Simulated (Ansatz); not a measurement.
## AlP(110)/C(110) interface (114 atoms): repeated cells from small to large

How do plane waves and support functions scale when AlP(110)/C(110) interface (114 atoms) is repeated?

Main program and level: Ansatz 0.2.0; Kohn-Sham DFT, PBE, PAW (set soft_2), plane waves.

## 1. The structure

The cell holds 114 atoms: 12 Al, 12 P and 90 C. Its edges and angles: a = 10.813 Å, b = 7.646 Å, c = 22.677 Å, α = 90.0°, β = 90.0°, γ = 90.0°. It derives from AlP and C. Zinc-blende AlP(110), 3 repeat layers, 4 surface cells, strained -1.03 and -1.03 %; diamond-structure C(110), 5 layers, 9 cells, +1.05 and +1.05 %; outer planes 1.78 Å apart, 12 Å of vacuum above; not relaxed, displaced by a Gaussian of 0.02 Å. Regions: AlP, 24 atoms (12 Al and 12 P); C, 90 atoms (90 C). Vacuum lies along c.

What the set-up can't give: The host structure and its lattice constant were typed by rule, without a check against the phase diagram. Beside vacuum, support functions can miss their usual error bounds without a warning. The main run has no spin polarisation, so any moments at edges, vacancies or dangling bonds can't form in it.

## 2. Plane waves, typed cell on a dense mesh

The typed cell on a k-mesh is the yardstick: it samples like Γ on the cell repeated as often as the mesh has points along each axis. Its own convergence isn't tested.

The input, input.yaml:

```yaml
crystal:
  lattice:
    - [10.8135, 0.0, 0.0]
    - [0.0, 7.6463, 0.0]
    - [0.0, 0.0, 22.67673]
  atoms:
    - { symbol: Al, position: [0.99981, 0.49439, 0.26522] }
    - { symbol: P, position: [0.37562, 0.75125, 0.26562] }
    - { symbol: Al, position: [0.25173, 0.74764, 0.35092] }
    - { symbol: P, position: [0.12827, 0.5043, 0.35055] }
    - { symbol: Al, position: [0.00022, 0.49911, 0.43513] }
    - { symbol: P, position: [0.3739, 0.75005, 0.43369] }
    - { symbol: Al, position: [1.0e-05, 0.002, 0.26556] }
    - { symbol: P, position: [0.37615, 0.25046, 0.26451] }
    - { symbol: Al, position: [0.25293, 0.24696, 0.35036] }
    - { symbol: P, position: [0.12714, 0.99573, 0.35027] }
    - { symbol: Al, position: [0.00173, 0.99451, 0.43682] }
    - { symbol: P, position: [0.37758, 0.24877, 0.43663] }
    - { symbol: Al, position: [0.49829, 0.50341, 0.26536] }
    - { symbol: P, position: [0.87715, 0.75329, 0.26554] }
    - { symbol: Al, position: [0.75142, 0.75334, 0.35051] }
    - { symbol: P, position: [0.62346, 0.49777, 0.35127] }
    - { symbol: Al, position: [0.49881, 0.495, 0.43672] }
    - { symbol: P, position: [0.87757, 0.74538, 0.43599] }
    - { symbol: Al, position: [0.49861, 0.99849, 0.26341] }
    - { symbol: P, position: [0.87765, 0.24958, 0.26457] }
    - { symbol: Al, position: [0.75097, 0.24635, 0.35133] }
    - { symbol: P, position: [0.62785, 0.00311, 0.35105] }
    - { symbol: Al, position: [0.50457, 0.99751, 0.43483] }
    - { symbol: P, position: [0.87601, 0.25015, 0.43694] }
    - { symbol: C, position: [0.76477, 0.80235, 0.51533] }
    - { symbol: C, position: [0.79462, 0.41866, 0.51524] }
    - { symbol: C, position: [0.82135, 0.53503, 0.56946] }
    - { symbol: C, position: [0.73916, 0.6969, 0.5686] }
    - { symbol: C, position: [0.76336, 0.8035, 0.62457] }
    - { symbol: C, position: [0.79164, 0.4198, 0.62639] }
    - { symbol: C, position: [0.82307, 0.5245, 0.68052] }
    - { symbol: C, position: [0.73633, 0.69406, 0.67965] }
    - { symbol: C, position: [0.76472, 0.80426, 0.73589] }
    - { symbol: C, position: [0.79327, 0.41096, 0.73649] }
    - { symbol: C, position: [0.54445, 0.91573, 0.51335] }
    - { symbol: C, position: [0.56848, 0.52593, 0.51455] }
    - { symbol: C, position: [0.60013, 0.6374, 0.57003] }
    - { symbol: C, position: [0.51975, 0.80115, 0.56929] }
    - { symbol: C, position: [0.54421, 0.91055, 0.62612] }
    - { symbol: C, position: [0.57026, 0.52816, 0.62519] }
    - { symbol: C, position: [0.59777, 0.63607, 0.67872] }
    - { symbol: C, position: [0.51654, 0.7977, 0.68086] }
    - { symbol: C, position: [0.54276, 0.91409, 0.7348] }
    - { symbol: C, position: [0.57269, 0.52495, 0.73487] }
    - { symbol: C, position: [0.65293, 0.36048, 0.51589] }
    - { symbol: C, position: [0.68275, 0.97294, 0.51545] }
    - { symbol: C, position: [0.71018, 0.08255, 0.56969] }
    - { symbol: C, position: [0.62971, 0.24709, 0.57087] }
    - { symbol: C, position: [0.65569, 0.36068, 0.62534] }
    - { symbol: C, position: [0.68233, 0.97072, 0.62489] }
    - { symbol: C, position: [0.7066, 0.08059, 0.68015] }
    - { symbol: C, position: [0.62605, 0.24766, 0.68082] }
    - { symbol: C, position: [0.65632, 0.36469, 0.73528] }
    - { symbol: C, position: [0.68155, 0.97286, 0.73515] }
    - { symbol: C, position: [0.32213, 0.02186, 0.51322] }
    - { symbol: C, position: [0.35163, 0.63982, 0.51577] }
    - { symbol: C, position: [0.37718, 0.74684, 0.57045] }
    - { symbol: C, position: [0.29334, 0.91231, 0.57076] }
    - { symbol: C, position: [0.32528, 0.02623, 0.62525] }
    - { symbol: C, position: [0.3513, 0.63514, 0.62427] }
    - { symbol: C, position: [0.37542, 0.74758, 0.68066] }
    - { symbol: C, position: [0.29434, 0.9166, 0.68059] }
    - { symbol: C, position: [0.32091, 0.02015, 0.73489] }
    - { symbol: C, position: [0.35053, 0.63409, 0.7344] }
    - { symbol: C, position: [0.43384, 0.47576, 0.51469] }
    - { symbol: C, position: [0.45851, 0.07636, 0.51575] }
    - { symbol: C, position: [0.48951, 0.19141, 0.56994] }
    - { symbol: C, position: [0.40806, 0.3571, 0.57032] }
    - { symbol: C, position: [0.43388, 0.47255, 0.62474] }
    - { symbol: C, position: [0.46095, 0.08197, 0.62491] }
    - { symbol: C, position: [0.48794, 0.18911, 0.67983] }
    - { symbol: C, position: [0.40557, 0.3575, 0.68001] }
    - { symbol: C, position: [0.43515, 0.46992, 0.73757] }
    - { symbol: C, position: [0.45771, 0.07873, 0.73591] }
    - { symbol: C, position: [0.10202, 0.13934, 0.51452] }
    - { symbol: C, position: [0.13017, 0.7464, 0.51514] }
    - { symbol: C, position: [0.15125, 0.8602, 0.5705] }
    - { symbol: C, position: [0.06993, 0.02547, 0.57075] }
    [... 30 atom lines left out ...]
    - { symbol: C, position: [0.87852, 0.24464, 0.62494] }
    - { symbol: C, position: [0.90098, 0.86048, 0.6248] }
    - { symbol: C, position: [0.93351, 0.97097, 0.68029] }
    - { symbol: C, position: [0.85014, 0.13497, 0.6804] }
    - { symbol: C, position: [0.87846, 0.24491, 0.73494] }
    - { symbol: C, position: [0.90208, 0.85663, 0.73598] }
kpoints:
  mp_grid: { grid: [3, 5, 1] }
hamiltonian:
  xc: pbe
scf:
  occupations: { method: gaussian, width: 0.025 }
output:
  forces: true
  populations: true
  dos:
    method: { smearing: { sigma: 0.1 } }
    de: 0.1
    projected:
      site_lists:
        Al: [Al]
        C: [C]
        P: [P]
        AlP: [0, 1, 2, 3, 4, 5, 6, 7, 8, 9, 10, 11, 12, 13, 14, 15, 16, 17, 18, 19, 20, 21, 22, 23]
  eigenvalues: true
```

The run is started by

```console
$ ansatz run input.yaml --threads 4 --pin off --max-ram 8192MiB --backend cpu --events-out ev --progress --plain --runs-dir out
```

Numbers of over 12 decimals in the logs are rounded to 6 here.

Log:

```text
Engine: ansatz 0.2.0, aarch64-unknown-linux-gnu
Pseudopotentials: kind: paw
Pseudopotential: Al, paw, valence charge 3, recommended cutoff 420 eV (normal), Al.paw.azcp
Pseudopotential: P, paw, valence charge 5, recommended cutoff 420 eV (normal), P.paw.azcp
Pseudopotential: C, paw, valence charge 4, recommended cutoff 420 eV (normal), C.paw.azcp
[... 5 lines on functional and potentials left out ...]
Crystal: 114 atoms, lattice volume = 1874.986 Å³
Basis set: ecut = 420 eV, 36583 PW (Γ), exchange–correlation on 150×108×320 points (8 copies of the dense FFT grid, shifted against one another)
Bands: 342, of which v1, the nominal top of the filled ones, is band 228 counted from 1 (227 counted from 0)
Symmetry: 1 space group operations
Space group: P1 (ITA 1), of the structure as read, at distance tolerance 1.2e-4 Å
k-points: 8 of 15 (time reversal used)
[... 7 lines on functional and potentials left out ...]
Initial density: superposition of atomic densities (neutral atoms: chi_scale 0, normalization atom), corrected by the library's trained network
Initial wavefunctions: pseudopotential atomic-orbital guess
Functional: x = pbe(κ = 0.804, μ = 0.219515), c = pbe(β = 0.066725)
SCF iter   1: F=—  HF=-38034.666578 eV  |F-HF|=—  |Δ(HF+E_count)|=         —  Δρ=1.78e-2  dr2=7.01e1  ethr=1.77e-3  ⟨swp⟩=8.0  Hψ=15340  notcnv=0  defer=719
preconditioner: auto → LDOS  [metal: Δε(μ)=0.025 eV  Ē_g=12.923 eV  σ=0.025 eV  W_gap=0.49  n_scr=320 (ndim 8)  ℏωp=18.3 eV  f_vac=0.390  D(μ)=14.92/eV (n_scr^D=62)  β→1.0]
SCF iter   2: F=—  HF=-38036.705796 eV  |F-HF|=—  |Δ(HF+E_count)|=    2.04e0  Δρ=2.46e-2  dr2=1.29e2  ethr=1.77e-3  ⟨swp⟩=3.0  Hψ=4148  notcnv=0  defer=823
SCF iter   3: F=—  HF=-38033.205593 eV  |F-HF|=—  |Δ(HF+E_count)|=    3.50e0  Δρ=1.03e-2  dr2=1.81e1  ethr=1.77e-3  ⟨swp⟩=3.4  Hψ=3766  notcnv=0  defer=811
SCF iter   4: F=—  HF=-38032.840175 eV  |F-HF|=—  |Δ(HF+E_count)|=   3.65e-1  Δρ=4.25e-3  dr2=2.61e0  ethr=1.77e-3  ⟨swp⟩=1.9  Hψ=3170  notcnv=0  defer=799
SCF iter   5: F=—  HF=-38032.779609 eV  |F-HF|=—  |Δ(HF+E_count)|=   6.06e-2  Δρ=1.33e-3  dr2=2.06e-1  ethr=5.72e-4  ⟨swp⟩=1.2  Hψ=1900  notcnv=0  defer=833
SCF iter   6: F=—  HF=-38032.776271 eV  |F-HF|=—  |Δ(HF+E_count)|=   3.34e-3  Δρ=5.41e-4  dr2=1.55e-2  ethr=4.53e-5  ⟨swp⟩=3.2  Hψ=2393  notcnv=0  defer=847
SCF iter   7: F=—  HF=-38032.776234 eV  |F-HF|=—  |Δ(HF+E_count)|=   3.67e-5  Δρ=2.73e-4  dr2=5.75e-3  ethr=3.40e-6  ⟨swp⟩=2.0  Hψ=3665  notcnv=0  defer=847
SCF iter   8: F=—  HF=-38032.776051 eV  |F-HF|=—  |Δ(HF+E_count)|=   1.84e-4  Δρ=1.07e-4  dr2=6.51e-4  ethr=1.26e-6  ⟨swp⟩=1.9  Hψ=1990  notcnv=0  defer=847
SCF iter   9: F=—  HF=-38032.776071 eV  |F-HF|=—  |Δ(HF+E_count)|=   2.04e-5  Δρ=3.68e-5  dr2=4.99e-5  ethr=1.43e-7  ⟨swp⟩=2.8  Hψ=3043  notcnv=0  defer=847
SCF iter  10: F=—  HF=-38032.775767 eV  |F-HF|=—  |Δ(HF+E_count)|=   3.04e-4  Δρ=2.31e-5  dr2=2.06e-5  ethr=1.10e-8  ⟨swp⟩=2.8  Hψ=4728  notcnv=0  defer=847
SCF iter  11: F=—  HF=-38032.775766 eV  |F-HF|=—  |Δ(HF+E_count)|=   7.44e-7  Δρ=1.16e-5  dr2=4.88e-6  ethr=4.51e-9  ⟨swp⟩=2.0  Hψ=2734  notcnv=0  defer=847
SCF iter  12: F=—  HF=-38032.775766 eV  |F-HF|=—  |Δ(HF+E_count)|=   8.69e-9  Δρ=6.07e-6  dr2=1.41e-6  ethr=1.07e-9  ⟨swp⟩=2.4  Hψ=3052  notcnv=0  defer=847
SCF iter  13: F=—  HF=-38032.775766 eV  |F-HF|=—  |Δ(HF+E_count)|=   1.06e-7  Δρ=3.53e-6  dr2=4.99e-7  ethr=3.10e-10  ⟨swp⟩=2.0  Hψ=2929  notcnv=0  defer=847
SCF iter  14: F=—  HF=-38032.775766 eV  |F-HF|=—  |Δ(HF+E_count)|=   3.78e-9  Δρ=2.07e-6  dr2=1.48e-7  ethr=1.09e-10  ⟨swp⟩=2.2  Hψ=3512  notcnv=0  defer=847
SCF iter  15: F=-38032.775766 eV  HF=-38032.775766 eV  |F-HF|=3.12e-8  |Δ(HF+E_count)|=   4.65e-9  Δρ=1.15e-6  dr2=4.37e-8  ethr=2.19e-11  ⟨swp⟩=32.0  Hψ=24413  notcnv=0
SCF 1 converged in 15 iterations: F = -38032.775766 eV  dr2 = 4.37e-8
  greatest PAW one-centre occupation: 0.795 electrons in one spin orbital (limit 2), on the P atom at site 11 (counted from 0), in its partial waves of l = 0
SCF converged after 15 iterations
Free energy (F): -38032.775766 eV
Harris-Foulkes:  -38032.775766 eV  (|F-HF|=3.12e-8)
Internal energy: -38032.766844 eV  (E = F + TS)
E sigma→0 (E₀):  -38032.771305 eV
Entropy (-TS):   -0.008923 eV (-0.078 meV/atom)
Fermi energy:    2.837243 eV
--- Per-component energies (eV) ---
  E_band       = -2320.207220
  E_kinetic    = 9202.766360
  E_local      = -273348.226865  (includes V_loc(G=0)·N_el)
  E_nonlocal   = 2926.647515
  E_hartree    = 133012.501320
  E_xc         = -5522.067370
  E_vxc        = -6415.412248  (∫ρ·V_xc dr)
  E_paw        = -21352.676067  (= ΣΔE_a)
  E_vpaw       = -710.971822  (= ΣTr[D̂ρ^β])
  E_aug_tail   = 0.000748  (compensation charges beyond the density's cutoff)
  E_ewald      = 117048.287516
  E_smearing   = -0.008923  (= −TS)
  E_closure    = 0.000000  (closes the sum)
  Σ components = -38032.775766   (vs F -38032.775766, Δ=0.00e0)
--- Forces (eV/Å), atoms counted from 1 ---
  atom   1  Al    -0.91297378     0.52045308     1.40082533
  atom   2  P      0.14957585    -0.04118210    -1.22789855
  atom   3  Al     0.03919305     0.30079529    -0.08766139
  atom   4  P      0.12639558    -0.65223495    -0.40265368
  atom   5  Al     0.87999451    -0.58469064     1.29738431
  atom   6  P      0.12889510    -0.17912592     1.48621715
  atom   7  Al    -0.70625651    -0.03442844     1.33611769
  atom   8  P      0.28260370     0.00606035    -1.06830443
  atom   9  Al     0.03312437     0.15428379    -0.13626858
  atom  10  P      0.39184740     0.14290651    -0.43888594
  atom  11  Al     1.45114511     1.05885197     0.69015830
  atom  12  P     -1.16126366     0.39875499     0.09212271
  atom  13  Al    -0.76491307    -0.13576099     1.39275934
  atom  14  P      0.27881116    -0.39208807    -0.95526156
[...]
atom 113  C      1.20850170     4.41374590    -0.94665715
  atom 114  C     -1.02729082    -4.20838461    -1.68932373
  max |Σ_I F_I| component: 1.28e-4 eV/Å
--- Band table (eV; the first three rows and the last of 8) ---
  k-point 0: bands = ["-18.2740", "-17.3088", "-17.2660", "-16.3834", [... 326 levels ...], "10.3383", "10.3507", "10.3950", "10.4202", "10.4683", "10.4990", "10.5207", "10.5663", "10.5995", "10.6325", "10.6750", "10.7103"]
[...]
--- Löwdin populations: 114 sites ---
  site symbol       q [e]
     0     Al      2.4595
     1      P      5.4353
     2     Al      2.6185
[...]
113      C      4.0102
  spilling = 0.006871 (of n_electrons = 456.000000)
```

It took 13 min on 4 threads of Arm Neoverse V1, shared host; peak memory 5.5 GiB.

The program notes that it cut back its work space to fit the memory limit.

The run gave:

| Quantity | Value |
| --- | --- |
| free energy | -38032.7758 eV |
| free energy per atom | -333.6208 eV/atom |
| SCF cycles | 15 |
| r.m.s. force component | 1.56 eV/Å |
| longest force | 5.294 eV/Å |
| Fermi energy | 2.837 eV |
| levels partly filled by over 2 per cent | 9 |
| spilling of the projection | 0.006871 |

The r.m.s. force component of 1.6 eV/Å sets the scale for the differences below.

## 3. Plane waves, 114 atoms

The typed cell is solved at Γ alone, the coarsest sampling of the series.

input.yaml, the sections that differ from step 2:

```yaml
kpoints:
  mp_grid: { grid: [1, 1, 1] }
output:
  forces: true
# crystal, hamiltonian, scf: as in step 2
```

Log:

```text
[...]
Crystal: 114 atoms, lattice volume = 1874.986 Å³
Basis set: ecut = 420 eV, 36583 PW (Γ), exchange–correlation on 150×108×320 points (8 copies of the dense FFT grid, shifted against one another)
Bands: 342, of which v1, the nominal top of the filled ones, is band 228 counted from 1 (227 counted from 0)
Symmetry: 1 space group operations
[...]
k-points: 1
[...]
SCF iter   1: F=—  HF=-38030.808251 eV  |F-HF|=—  |Δ(HF+E_count)|=         —  Δρ=1.91e-2  dr2=8.39e1  ethr=1.77e-3  ⟨swp⟩=8.0  Hψ=1906  notcnv=0  defer=91
[...]
SCF iter   3: F=—  HF=-38029.150236 eV  |F-HF|=—  |Δ(HF+E_count)|=   2.06e-1  Δρ=4.28e-3  dr2=1.31e0  ethr=6.26e-4  ⟨swp⟩=4.0  Hψ=419  notcnv=0  defer=27
automatic band count: iteration 3 solves 264 bands in place of 342: the levels show a gap, and the empty bands left out lie too high to hold charge; the band table lists the bands solved (type scf.n_extra_bands for more)
SCF iter   4: F=—  HF=-38029.091170 eV  |F-HF|=—  |Δ(HF+E_count)|=   5.91e-2  Δρ=1.70e-3  dr2=9.93e-2  ethr=2.86e-4  ⟨swp⟩=5.0  Hψ=730  notcnv=0  defer=101
[...]
SCF iter   6: F=—  HF=-38029.080100 eV  |F-HF|=—  |Δ(HF+E_count)|=   1.77e-3  Δρ=4.60e-4  dr2=7.77e-3  ethr=6.15e-6  ⟨swp⟩=2.0  Hψ=334  notcnv=0  defer=108
[...]
SCF iter  13: F=—  HF=-38029.078440 eV  |F-HF|=—  |Δ(HF+E_count)|=   4.97e-7  Δρ=2.92e-6  dr2=2.96e-7  ethr=2.50e-10  ⟨swp⟩=2.0  Hψ=431  notcnv=0  defer=108
SCF iter  14: F=-38029.078440 eV  HF=-38029.078440 eV  |F-HF|=1.12e-8  |Δ(HF+E_count)|=   4.71e-8  Δρ=1.38e-6  dr2=5.52e-8  ethr=2.19e-11  ⟨swp⟩=5.0  Hψ=996  notcnv=0
SCF 1 converged in 14 iterations: F = -38029.078440 eV  dr2 = 5.52e-8
[...]
SCF converged after 14 iterations
Free energy (F): -38029.078440 eV
[...]
Internal energy: -38029.064154 eV  (E = F + TS)
E sigma→0 (E₀):  -38029.071297 eV
Entropy (-TS):   -0.014286 eV (-0.125 meV/atom)
Fermi energy:    2.811875 eV
[...]
Σ components = -38029.078440   (vs F -38029.078440, Δ=0.00e0)
--- Forces (eV/Å), atoms counted from 1 ---
  atom   1  Al    -1.08787465     0.52990347     1.40443152
  atom   2  P      0.32491491    -0.06612479    -1.09700011
  atom   3  Al     0.01331089     0.35297934    -0.20762768
  atom   4  P     -0.01063260    -0.67886075    -0.34332785
[...]
atom 114  C     -0.70697241    -4.36745819    -1.46439392
  max |Σ_I F_I| component: 7.77e-5 eV/Å
```

Wall time 24 s (4 threads); peak memory 2.1 GiB; 92 s of CPU time.

The energy lies 32.4 meV/atom above the dense-mesh reference.

## 4. Support functions, 114 atoms

The typed cell is solved at Γ alone, now in support functions.

This step: Kohn-Sham DFT, PBE, PAW (set soft_2), localised support functions (medium) (Ansatz 0.2.0).

Edit input.yaml of step 3 so:

```diff
@@ -13,2 +13,5 @@
   occupations: { method: gaussian, width: 0.025 }
+  eigensolver: { kind: { support_functions: { accuracy: medium } } }
+  mixing: { beta: 0.2 }
+  max_iter: 150
 output:
```

Log:

```text
Warning: scf.eigensolver.kind.support_functions: disabling space-group detection — the functions' gradient is summed over unrotated k-points, so no spatial operation reduces the k-mesh or symmetrises the density; time reversal is kept, so that k and −k are solved as one point where they differ and the mesh holds both, and exact exchange and, on two spinor components, a DFT+U term hold to it where the run has them: [...]
settings of this run that can trade accuracy for cost: scf.eigensolver.kind.support_functions [...]
[...]
Crystal: 114 atoms, lattice volume = 1874.986 Å³
Basis set: ecut = 420 eV, 36583 PW (Γ), exchange–correlation on 150×108×320 points (8 copies of the dense FFT grid, shifted against one another)
Bands: 274, of which v1, the nominal top of the filled ones, is band 228 counted from 1 (227 counted from 0)
Symmetry: 1 space group operations
k-points: 1
[...]
SCF iter   1: F=—  HF=-38022.277335 eV  |F-HF|=—  |Δ(HF+E_count)|=         —  Δρ=7.44e-2  dr2=4.32e2  ethr=1.00e-1
[...]
SCF iter  25: F=—  HF=-38029.445296 eV  |F-HF|=—  |Δ(HF+E_count)|=   2.68e-5  Δρ=8.82e-6  dr2=3.57e-6  ethr=1.13e-9  κ⁻¹=6.9e-5(r=7)
SCF iter  26: F=-38029.445417 eV  HF=-38029.445363 eV  |F-HF|=5.45e-5  |Δ(HF+E_count)|=   6.66e-5  Δρ=3.97e-6  dr2=1.01e-6  ethr=7.83e-10
SCF 1 converged in 26 iterations: F = -38029.449804 eV  dr2 = 1.01e-6
[...]
SCF converged after 26 iterations
Stability not checked: this state was not tested for a lower state beside it, because the mixer in use, unlike msr1, does not test its closes by its own steps (another_mixer; see scf.mixing.algorithm and scf.lower_state_search)
Free energy (F): -38029.449804 eV
[...]
Internal energy: -38029.435511 eV  (E = F + TS)
E sigma→0 (E₀):  -38029.442658 eV
Entropy (-TS):   -0.014293 eV (-0.125 meV/atom)
Fermi energy:    2.811476 eV
[...]
Σ components = -38029.449804   (vs F -38029.449804, Δ=0.00e0)
--- Forces (eV/Å), atoms counted from 1 ---
  atom   1  Al    -1.08804634     0.52954719     1.40399799
  atom   2  P      0.32503594    -0.06616289    -1.09688980
  atom   3  Al     0.01336794     0.35283432    -0.20762395
  atom   4  P     -0.01051990    -0.67868634    -0.34342040
[...]
atom 114  C     -0.70668011    -4.36643763    -1.46540146
  max |Σ_I F_I| component: 1.16e-2 eV/Å
--- Band table (eV) ---
[...]
guard bands above this table: 38 of the run's 274 bands (output.publish_guard_bands: true publishes all)
[...]
```

Run time: 2.9 min. Hardware: 4 threads; peak memory 3.2 GiB; 11 min of CPU time.

The program notes that the band table was not solved further than the SCF left it and it switched symmetry off. Further notices: vacuum switching off with vacuum.

The energy lies 29.2 meV/atom above the dense-mesh reference, and 3.3 meV/atom below plane waves of the same size, an offset between the two bases that leaves the sampling error alike.

[end of part 1 of 2]

[Logs are printed without paths, hosts, clocks, repeated set-up lines and the standing remarks that a program may print on its own settings, such as how far it seeks lower states.]

[Hosts, paths, dates, database ids (printed as entryN), source tags and the programs' standing remarks are cut or masked in the printed files.]
